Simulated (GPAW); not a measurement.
## ZnS (F-43m): how ε∞ follows the gap

The empty bands of ZnS (F-43m) are shifted up rigidly by Δ, and ε∞ is computed for each shift.

The structure is cubic, space group F-43m (No. 216). Conventional cell: a = 5.404 Å, b = 5.404 Å, c = 5.404 Å, α = 90.00°, β = 90.00°, γ = 90.00°. Zn on site c is surrounded by 4 S at 2.34 Å. S on site a has 4 Zn at 2.34 Å as nearest neighbours.

Method: GPAW 26.7.0, PBE, RPA, k-mesh 13×13×13, local fields up to 70 eV, Lorentzian half width 0.12 eV.

Launch of the response step: `OMP_NUM_THREADS=1 python df.py`. The series took 4.8 min in all, its band step included, on 1 thread of Arm Neoverse V1, with other jobs on the host.

| Δ (eV) | ε∞ |
| --- | --- |
| 0.00 | 5.576 |
| 0.25 | 5.394 |
| 0.50 | 5.229 |
| 0.75 | 5.077 |
| 1.00 | 4.938 |
| 1.50 | 4.688 |
| 2.00 | 4.472 |
| 3.00 | ? |

With one effective transition at E₀ and fixed dipole strength, ε∞ − 1 = A/(E₀ + Δ), so 1/(ε∞ − 1) is linear in Δ.

Working, on the rows shown:

| x = Δ (eV) | y = 1/(ε∞ − 1) |
| --- | --- |
| 0 | 0.218531 |
| 0.25 | 0.227583 |
| 0.5 | 0.236463 |
| 0.75 | 0.245278 |
| 1 | 0.253936 |
| 1.5 | 0.27115 |
| 2 | 0.288018 |

Means: x̄ = 0.85714, ȳ = 0.24871. Σ(x − x̄)(y − ȳ) = 0.1035, Σ(x − x̄)² = 2.982. Slope = 0.1035 / 2.982 = 0.03472; intercept = ȳ − slope · x̄ = 0.21895. Turned back into ε∞, the line misses the rows shown by at most 0.0088.

Question: Predict the last column of the withheld row from the fit.

Answer: At x = 3 the line gives y = 0.3231, that is 4.095. The run gave 4.115, so the extrapolation is off by 0.02, 1.4 % of the range in the table.

Refitted with all rows, the slope is 0.03416 and the intercept 0.21932. These give E₀ = intercept/slope = 6.4 eV, far above the least direct gap of 2.10 eV: most of the screening comes from transitions well over the edge. Over the first step ε∞ falls by 13 % per eV. The cell comes from an older database entry, whose edges can be off by a per cent or so. Excitons are left out; PBE gaps are as a rule too small. The values come from a sum over the points of one k-mesh and carry its error, which grows as the direct gap shrinks.
